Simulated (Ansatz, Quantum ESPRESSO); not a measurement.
# BAs, zinc blende or diamond type, strained in the (001) plane: the gap on the mesh at a withheld member of a series

Method. Quantum ESPRESSO 7.5, PBE, GBRV ultrasoft. The cubic cell is relaxed first; each member is held at its strain in the plane while the axis along [001] relaxes. pwcond (ikind = 0) gives the complex bands along [001] at three points across. Fixed occupations. The series steps biaxial strain in the plane.

| biaxial strain in the plane | gap on the mesh (eV) |
| --- | --- |
| -4 % | 0.698 |
| -3 % | 0.834 |
| -2 % | 0.967 |
| -1 % | 1.096 |
| 0 % | 1.214 |
| 1 % | 1.013 |
| 3 % | 0.639 |
| 4 % | 0.464 |

To predict: What is the gap on the mesh at 2 %?

**Worked estimate.** The rows at 1 % and 3 % give a slope of (0.639 − (1.013))/(3 − (1)) = −0.187, so a straight line gives 0.826 eV. A parabola through these and the row at 0 % gives 0.821 eV.

**Check.** 0.822 eV. The line misses by +0.004 and the parabola by −0.001 eV. Both misses are under 5 % of the step from the nearer row.

Caveats: Atoms keep their symmetric sites, so polar or tilted distortions are left out; semilocal gaps and decay constants are too small; no spin-orbit coupling; three points across.
